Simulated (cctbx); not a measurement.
# Lattice, Laue class and space group of a new crystal

Cell: a = 8.4480 Å, b = 8.4480 Å, c = 6.2750 Å, α = 90.00°, β = 90.00°, γ = 120.00°. Expected content of the cell: Pb6 W4 Nb6 N2.

The data are simulated with cctbx, not measured: synchrotron X-rays, λ = 0.4959 Å, to d = 0.84 Å, 50 % of the full sphere, strongest reflection 5000 counts, noise from counting, a 2 % proportional error and a noise floor of 8 counts (s.d.); no absorption, some extinction.

Tests on the unmerged data give:

```text
1383 reflections to d = 0.841 A
centring   violations  <I/sigma> of those
    A        420 of   675      9.9
    B        423 of   691      9.9
    C        409 of   696      9.3
    I        428 of   698      9.7
    R        553 of   905      9.7
    F        626 of  1031      9.7
Laue class    unique    Rint  (classes that these axes allow; Friedel mates merged)
P -1             1029   0.036
P 1 1 2/m         676   0.041
P -3              455   0.045
P -3 1 m          261   0.048
P -3 m 1          283   0.049
P 6/m             255   0.049
P 6/m m m         170   0.051
space group    extra absences  I>4sigma  <I/sigma>
P 6 2 2                 0          0         -  acentric
P 63 2 2                5          0      -0.6  acentric
P 6 m m                 0          0         -  acentric
P 63 c m              151          0       0.1  acentric
P -6 m 2                0          0         -  acentric
P -6 c 2              151          0       0.1  acentric
P -6 2 m                0          0         -  acentric
P 6/m m m               0          0         -  centric
P 63/m c m            151          0       0.1  centric
Wilson B = 0.64 A^2   <|E^2-1|> = 0.727 (0.968 centric, 0.736 acentric)   E^2>4: 0.0 %
shell (A)         n   <I/sigma>
 7.32 - 1.68     29     25.3
 1.68 - 1.33     22     33.9
 1.33 - 1.17     23     21.5
 1.17 - 1.06     15     28.7
 1.06 - 0.98     26     23.8
 0.98 - 0.93     18     18.3
 0.93 - 0.88     16     24.3
 0.88 - 0.84     21     25.2
```

**Question.** What are the lattice type, the Laue class and the likely space group?

Every centring test has many violations, so the lattice is primitive.

Rint stays low (0.036 to 0.051) up to P 6/m m m, the highest class in these axes.

9 settings pass the absence test. The most absences obeyed, 151, belong to P 63 c m, P -6 c 2 and P 63/m c m, which absences can't tell apart.

⟨|E²−1|⟩ = 0.727 leans to a non-centrosymmetric structure. Here that hint misleads: the statistic assumes many like atoms on general positions, and few, heavy or special-position atoms break it. The Wilson B of 0.64 Å² means U ≈ 0.0081 Å².

The true group is P6_3/mcm (no. 193), Laue class 6/mmm, centrosymmetric. The tables only narrow the choice to the tied entries; cell content, site symmetry and trial solutions must settle it.

The model was made for the exercise: a known structure type with other elements put in, its volume estimated, not relaxed; displacement parameters are assumed.

[Logs are printed without paths, hosts, clocks, repeated set-up lines and the standing remarks that a program may print on its own settings, such as how far it seeks lower states.]
